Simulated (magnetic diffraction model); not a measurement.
# Solving a magnetic structure from powder neutron data: Rb2LiCe

Space group P6_3/mmc (no. 194), a = 5.9870 Å, c = 10.6190 Å.

| site | atom | x | y | z |
| --- | --- | --- | --- | --- |
| 2c | Ce | 1/3 | 2/3 | 1/4 |
| 4f | Rb | 1/3 | 2/3 | 0.5835 |
| 2b | Li | 0 | 0 | 3/4 |

This is a made-up structure (elements placed in a structure type, unrelaxed), so the numbers test the method and describe no known phase.

Only Ce is taken to order (form factors of Ce3+); orders and moment sizes are assumed, and not adapted to the symmetry. Radiation: neutrons of λ = 1.909 Å, 3° to 55°; isotropic B of 0.16 Å² (Ce), 0.21 Å² (Rb) and 0.28 Å² (Li). The intensities are simulated: I ∝ L Σ (|F_N|² + |F_M⊥|²) for unpolarised neutrons, with F_M = 2.695 fm/μB × Σ f(s) S exp(2πi Q·r) exp(−B s²) at Q = H ± k (one set where k and −k are equivalent), only the part normal to Q counting and L = 1/(sin²θ cos θ). For collinear order S is the moment m, which repeats by lattice and centring translations R with the sign exp(−2πi k·R). Form factors are spin-only for 3d ions and dipole or tabulated for f ions, scattering lengths are Sears's of 1992, and absorption is left out. A label names one of the reflections at its angle. The strongest nuclear line in the range is 100, and lines under 0.2 are left out.

Above the ordering temperature:

```tsv
2θ (°)	index	I
20.71	(0 0 2)	3.3
21.22	(1 0 0)	73.1
23.64	(1 0 1)	3.5
29.82	(1 0 2)	0.4
37.19	(1 1 0)	56.5
38.11	(1 0 3)	100.0
42.14	(0 0 4)	0.9
42.94	(1 1 2)	5.0
43.21	(2 0 0)	19.1
44.54	(2 0 1)	1.1
54.31	(2 0 3)	53.8
```

Below it (cell unchanged):

```
2θ (°)      I
 10.31    1.9
 20.71    3.3
 21.22   76.7
 23.64    5.1
 29.82    2.6
 37.19   56.5
 38.11  100.3
 38.69    2.5
 42.14    0.9
 42.94    5.0
 43.21   19.9
 44.54    1.5
 47.65    0.7
 48.38    1.1
 49.37    1.0
 54.31   54.0
```

**Question.** Find the propagation vector, then choose among these models:
A. collinear moments along [101], 1.2 μB on Ce; signs + at (1/3, 2/3, 1/4), + at (2/3, 1/3, 3/4)
B. collinear moments along [101], 1.2 μB on Ce; signs + at (1/3, 2/3, 1/4), − at (2/3, 1/3, 3/4)
C. collinear moments along [120], 1.2 μB on Ce; signs + at (1/3, 2/3, 1/4), + at (2/3, 1/3, 3/4)
D. collinear moments along [120], 1.2 μB on Ce; signs + at (1/3, 2/3, 1/4), − at (2/3, 1/3, 3/4)

No line moves, and magnetic intensity falls on nuclear lines such as the one at 21.22°; new lines at (0 0 1), (1 1 1) and (1 1 3) have whole indices that obey the lattice centring, at places with no nuclear intensity to speak of, so the magnetic cell equals the chemical primitive cell: k = 0.

Magnetic intensity, observed (below minus above) and for each model:

| 2θ (°) | index | observed | A | B | C | D |
| --- | --- | --- | --- | --- | --- | --- |
| 10.31 | (0 0 1) | 1.9 | <0.2 | 1.9 | <0.2 | 8.0 |
| 20.71 | (0 0 2) | <0.2 | 0.5 | <0.2 | 1.9 | <0.2 |
| 21.22 | (1 0 0) | 3.6 | 1.2 | 3.6 | 0.7 | 2.0 |
| 23.64 | (1 0 1) | 1.6 | 4.9 | 1.6 | 3.9 | 1.3 |
| 29.82 | (1 0 2) | 2.2 | 0.8 | 2.2 | 1.0 | 3.0 |
| 38.11 | (1 0 3) | 0.3 | 1.0 | 0.3 | 1.9 | 0.6 |
| 38.69 | (1 1 1) | 2.5 | <0.2 | 2.5 | <0.2 | 1.6 |
| 42.94 | (1 1 2) | <0.2 | 1.7 | <0.2 | 1.4 | <0.2 |

Model B matches.

The structure used: k = (0 0 0), collinear moments along [101], 1.2 μB on Ce; signs + at (1/3, 2/3, 1/4), − at (2/3, 1/3, 3/4).

[Logs are printed without paths, hosts, clocks, repeated set-up lines and the standing remarks that a program may print on its own settings, such as how far it seeks lower states.]
